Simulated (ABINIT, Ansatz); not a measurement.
# MoS2 (P6_3/mmc): changed settings of a GW run in ABINIT

Aim: change inputs of a GW run on MoS2 (P6_3/mmc) and see what moves.

Program: ABINIT 10.8.3. Level of theory: PBE and many-body steps on it, plane waves. Results are calculated unless marked as measured.

The database entry behind the starting cell differs from later determinations by our own check (about 0.3 % long), so it need not match the best structure at ambient conditions.

### 1. The structure

Symmetry: P6_3/mmc, No. 194, hexagonal system. The conventional cell has a = 3.169 Å, b = 3.169 Å, c = 12.324 Å, α = 90.00°, β = 90.00°, γ = 120.00°. Nearest to Mo lie 6 S at 2.41 Å. S has 3 Mo at 2.41 Å nearest. Farther neighbours and most contacts between anions are not listed.

The cell and positions come from the Crystallography Open Database and are kept as given unless a step says otherwise.

### 2. Screening, 6×6×1 mesh, 244 bands, screening to 176.9 eV

This step: ABINIT 10.8.3; RPA screening on PBE, plane waves, norm-conserving pseudopotentials.

The RPA dielectric matrix is built and inverted for each q.

The input, run.abi:

```
acell 3*1.0 Angstrom
rprim 
  3.169000000004 -0.000000000001 0.000000000000
  -1.584500000001 2.744434504597 0.000000000000
  0.000000000000 0.000000000000 12.324000000000
ntypat 2
znucl 42 16
natom 6
typat 1 1 2 2 2 2
xred 
  0.333333333333 0.666666666667 0.250000000000
  0.666666666667 0.333333333333 0.750000000000
  0.333333333333 0.666666666667 0.623000000000
  0.666666666667 0.333333333333 0.123000000000
  0.333333333333 0.666666666667 0.877000000000
  0.666666666667 0.333333333333 0.377000000000
pp_dirpath "pseudos"
pseudos "Mo.upf, S.upf"
ecut 36
ngkpt 6 6 1
nshiftk 1
shiftk 0 0 0
kptopt 1
chksymbreak 0
istwfk *1
occopt 1
irdwfk 1
optdriver 3
nband 244
ecuteps 6.5
inclvkb 2
awtr 1
symchi 1
indata_prefix "in"
outdata_prefix "out"
tmpdata_prefix "tmp"
```

The run is started by

```
$ OMP_NUM_THREADS=1 mpirun -n 4 abinit run.abi > log
```

Output:

```text
.Version 10.8.3 of ABINIT. v10.8.2 released Aug 2026.

 Symmetries : space group P6_3/m m c (#194); Bravais hP (primitive hexag.)
[... echo of the input left out ...]
== DATASET  1 ==================================================================
-   mpi_nproc: 4, omp_nthreads: 1 (-1 if OMP is not activated)

--- !DatasetInfo
iteration_state: {dtset: 1, }
dimensions: {natom: 6, nkpt: 7, mband: 244, nsppol: 1, nspinor: 1, nspden: 1, mpw: 7481, }
cutoff_energies: {ecut:  36.0, pawecutdg:  -1.0, }
electrons: {nelect:   5.20000000E+01, charge:   0.00000000E+00, occopt:   1.00000000E+00, tsmear:   1.00000000E-02, }

 SCREENING: Calculation of the susceptibility and dielectric matrices

 Based on a program developped by R.W. Godby, V. Olevano, G. Onida, and L. Reining.
 Incorporated in ABINIT by V. Olevano, G.-M. Rignanese, and M. Torrent.
.Using double precision arithmetic ; gwpc =  8

[... cell and pseudopotentials left out ...]
--------------------------------------------------------------------------------

 ==== K-mesh for the wavefunctions ====
 Number of points in the irreducible wedge :     7
[... list of points left out ...]
 Together with 24 symmetry operations and time-reversal symmetry
 yields    36 points in the full Brillouin Zone.

 ==== Q-mesh for the screening function ====
 Number of points in the irreducible wedge :     7
[... list of points left out ...]
 Together with 24 symmetry operations and time-reversal symmetry
 yields    36 points in the full Brillouin Zone.

 setmesh: FFT mesh size selected  =    20x   20x   90
          total number of points  =        36000

 vcoul_init : cutoff-mode = AUXILIARY_FUNCTION
 q-points for optical limit:   1
     1)      0.000010    0.000020    0.000030

- screening: taking advantage of time-reversal symmetry
- Maximum band index for partially occupied states nbvw = 26
- Remaining bands to be divided among processors   nbcw = 218
- Number of bands treated by each node ~54

 Number of electrons calculated from density =   52.0000; Expected =   52.0000
 average of density, n =  0.071892
 r_s =    1.4919
 omega_plasma =   25.8640 [eV]

 calculating chi0 at frequencies [eV] :
  1    0.000000E+00    0.000000E+00
  2    0.000000E+00    2.586399E+01

--------------------------------------------------------------------------------
  q-point number  1        q = ( 0.000000, 0.000000, 0.000000) [r.l.u.]
--------------------------------------------------------------------------------
[... chi0 elements left out ...]
 For q-point:  0.000010 0.000020 0.000030
  dielectric constant =  14.4560
  dielectric constant without local fields =  16.2976

  Average fulfillment of the sum rule on Im[epsilon] for q-point    1 :     83.54  [%]
[... wings left out ...]
  q-point number  2        q = ( 0.166667, 0.000000, 0.000000) [r.l.u.]
--------------------------------------------------------------------------------
[... chi0 elements left out ...]
  Average fulfillment of the sum rule on Im[epsilon] for q-point    2 :     85.18  [%]

 [... 5 further q-points ...]
```

Run time: 5 min. Hardware: 4 MPI ranks of Arm Neoverse V2, shared host; peak memory 2.1 GiB.

This step gave:

* ε∞ with local fields, on this mesh, along the program's q direction: 14.46
* the same without local fields: 16.30
* plasma frequency: 25.86 eV
* plane waves in the screening matrix: 573

Local fields lower ε∞ by 11 %. On a Γ-centred mesh this coarse the value itself is usually too large, while a short band sum pulls it down.

### 3. Base

The self-energy is evaluated for the states that the input lists, and the levels follow from it, in one-shot runs by the linearised quasiparticle equation.

This step: G0W0 on PBE, plane waves, norm-conserving pseudopotentials.

run.abi: that of step 2 with these lines changed.

```diff
@@ -27,8 +27,19 @@
 irdwfk 1
-optdriver 3
+optdriver 4
 nband 244
+gwcalctyp 0
+ecutsigx 36
+symsigma 1
+nkptgw 3
+kptgw 
+  0.0000000000 0.0000000000 0.0000000000
+  0.1666666667 0.1666666667 0.0000000000
+  0.3333333333 0.3333333333 0.0000000000
+bdgw 
+  25 28
+  25 28
+  25 28
 ecuteps 6.5
-inclvkb 2
-awtr 1
-symchi 1
+irdscr 1
+ppmodel 1
 indata_prefix "in"
```

Output:

```text
.Version 10.8.3 of ABINIT. v10.8.2 released Aug 2026.

 Symmetries : space group P6_3/m m c (#194); Bravais hP (primitive hexag.)
[... echo of the input left out ...]
== DATASET  1 ==================================================================
-   mpi_nproc: 4, omp_nthreads: 1 (-1 if OMP is not activated)

--- !DatasetInfo
iteration_state: {dtset: 1, }
dimensions: {natom: 6, nkpt: 7, mband: 244, nsppol: 1, nspinor: 1, nspden: 1, mpw: 7481, }
cutoff_energies: {ecut:  36.0, pawecutdg:  -1.0, }
electrons: {nelect:   5.20000000E+01, charge:   0.00000000E+00, occopt:   1.00000000E+00, tsmear:   1.00000000E-02, }

 SIGMA: Calculation of the GW corrections

 Based on a program developped by R.W. Godby, V. Olevano, G. Onida, and L. Reining.
 Incorporated in ABINIT by V. Olevano, G.-M. Rignanese, and M. Torrent.
.Using double precision arithmetic ; gwpc =  8

[... cell and pseudopotentials left out ...]
--------------------------------------------------------------------------------

 ==== K-mesh for the wavefunctions ====
 Number of points in the irreducible wedge :     7
[... list of points left out ...]
 Together with 24 symmetry operations and time-reversal symmetry
 yields    36 points in the full Brillouin Zone.

 ==== Q-mesh for screening function ====
 Number of points in the irreducible wedge :     7
[... list of points left out ...]
 Together with 24 symmetry operations and time-reversal symmetry
 yields    36 points in the full Brillouin Zone.

 vcoul_init : cutoff-mode = AUXILIARY_FUNCTION
 q-points for optical limit:   1
     1)      0.000010    0.000020    0.000030
 setmesh: FFT mesh size selected  =    32x   32x  128
          total number of points  =       131072

 Number of electrons calculated from density =   52.0000; Expected =   52.0000
 average of density, n =  0.071892
 r_s =    1.4919
 omega_plasma =   25.8640 [eV]

 === KS Band Gaps ===
  >>>> For spin  1
   Minimum direct gap =   1.6539 [eV], located at k-point      :   0.3333  0.3333  0.0000
   Fundamental gap    =   0.8888 [eV], Top of valence bands at :   0.0000  0.0000  0.0000
                                       Bottom of conduction at :   0.1667  0.1667  0.0000
 SIGMA fundamental parameters:
 PLASMON POLE MODEL  1
 number of plane-waves for SigmaX                 7437
 number of plane-waves for SigmaC and W            573
 number of plane-waves for wavefunctions          7437
 number of bands                                   244
 number of independent spin polarizations            1
 number of spinorial components                      1
 number of k-points in IBZ                           7
 number of q-points in IBZ                           7
 number of symmetry operations                      24
 number of k-points in BZ                           36
 number of q-points in BZ                           36
 number of frequencies for dSigma/dE                 9
 frequency step for dSigma/dE [eV]                0.25
 number of omega for Sigma on real axis              0
 max omega for Sigma on real axis  [eV]           0.00
 zcut for avoiding poles [eV]                     0.10

 EPSILON^-1 parameters (SCR file):
 dimension of the eps^-1 matrix on file            573
 dimension of the eps^-1 matrix used               573
 number of plane-waves for wavefunctions          7437
 number of bands                                   244
 number of q-points in IBZ                           7
 number of frequencies                               2
 number of real frequencies                          1
 number of imag frequencies                          1

 matrix elements of self-energy operator (all in [eV])

 Perturbative Calculation

--- !SelfEnergy_ee
iteration_state: {dtset: 1, }
kpoint     : [   0.000,    0.000,    0.000, ]
spin       : 1
KS_gap     :    2.100
QP_gap     :    2.474
Delta_QP_KS:    0.375
data: !SigmaeeData |
     Band     E0 <VxcDFT>   SigX SigC(E0)      Z dSigC/dE  Sig(E)    E-E0       E
       25   7.290 -15.411 -16.658   1.207   0.773  -0.293 -15.442  -0.031   7.259
       26   8.434 -16.391 -17.086   0.711   0.771  -0.296 -16.379   0.012   8.447
       27  10.534 -15.683 -11.194  -3.990   0.776  -0.289 -15.296   0.387  10.921
       28  10.534 -15.683 -11.194  -3.990   0.776  -0.289 -15.296   0.387  10.921

--- !SelfEnergy_ee
iteration_state: {dtset: 1, }
kpoint     : [   0.167,    0.167,    0.000, ]
spin       : 1
KS_gap     :    2.343
QP_gap     :    2.662
Delta_QP_KS:    0.319
data: !SigmaeeData |
     Band     E0 <VxcDFT>   SigX SigC(E0)      Z dSigC/dE  Sig(E)    E-E0       E
       25   6.952 -16.023 -17.484   1.453   0.770  -0.298 -16.029  -0.006   6.945
       26   6.980 -16.154 -17.551   1.428   0.770  -0.299 -16.130   0.024   7.003
[...]
--- !SelfEnergy_ee
iteration_state: {dtset: 1, }
kpoint     : [   0.333,    0.333,    0.000, ]
spin       : 1
KS_gap     :    1.654
QP_gap     :    2.137
Delta_QP_KS:    0.483
data: !SigmaeeData |
     Band     E0 <VxcDFT>   SigX SigC(E0)      Z dSigC/dE  Sig(E)    E-E0       E
[...]
26   7.832 -16.516 -17.090   0.681   0.773  -0.294 -16.433   0.083   7.915
       27   9.486 -17.609 -13.378  -3.496   0.771  -0.296 -17.043   0.566  10.053
       28   9.486 -17.609 -13.378  -3.496   0.771  -0.296 -17.043   0.566  10.053

== END DATASET(S) ==============================================================
================================================================================

 -outvars: echo values of variables after computation  --------
           etotal      0.0000000000E+00
            nband         244
             nkpt           7
          spgroup         194
 [... the other variables as echoed above ...]

 Calculation completed.
```

Run time: 2.2 min. Hardware: 4 MPI ranks; peak memory 2.1 GiB.

Numbers from this step:

```yaml
g0w0_gap_on_the_points_computed: 1.219 eV
starting_gap_on_the_mesh: 0.8887 eV
k_of_the_valence_top: 0, 0, 0
k_of_the_conduction_bottom: 0.1667, 0.1667, 0
z_at_the_valence_top: 0.771
z_at_the_conduction_bottom: 0.78
least_direct_g0w0_gap_on_the_computed_points: 2.138 eV
```

The gap on the mesh goes from 0.89 eV to 1.22 eV, a correction of +0.33 eV.

(Continued in part 2 of 2.)

[Paths, hosts, dates, memory and timing lines, banners, echoed tables and standing remarks are left out of the program output.]

[Logs are printed without paths, hosts, clocks, repeated set-up lines and the standing remarks that a program may print on its own settings, such as how far it seeks lower states.]

[Runs of the session that timed out or met a known fault of the program may be left out.]

[Hosts, paths, dates, database ids (printed as entryN), source tags and the programs' standing remarks are cut or masked in the printed files.]

[G0W0 gaps are taken among the corrected bands and points alone; a level outside them can change the order at an edge.]

[Where Ansatz stands beside ABINIT at settings called matched, ABINIT's density can come from a denser mesh and the files from another edition; pairs whose starting gaps differed by over 0.03 eV were left out, so agreement reads better than it is.]
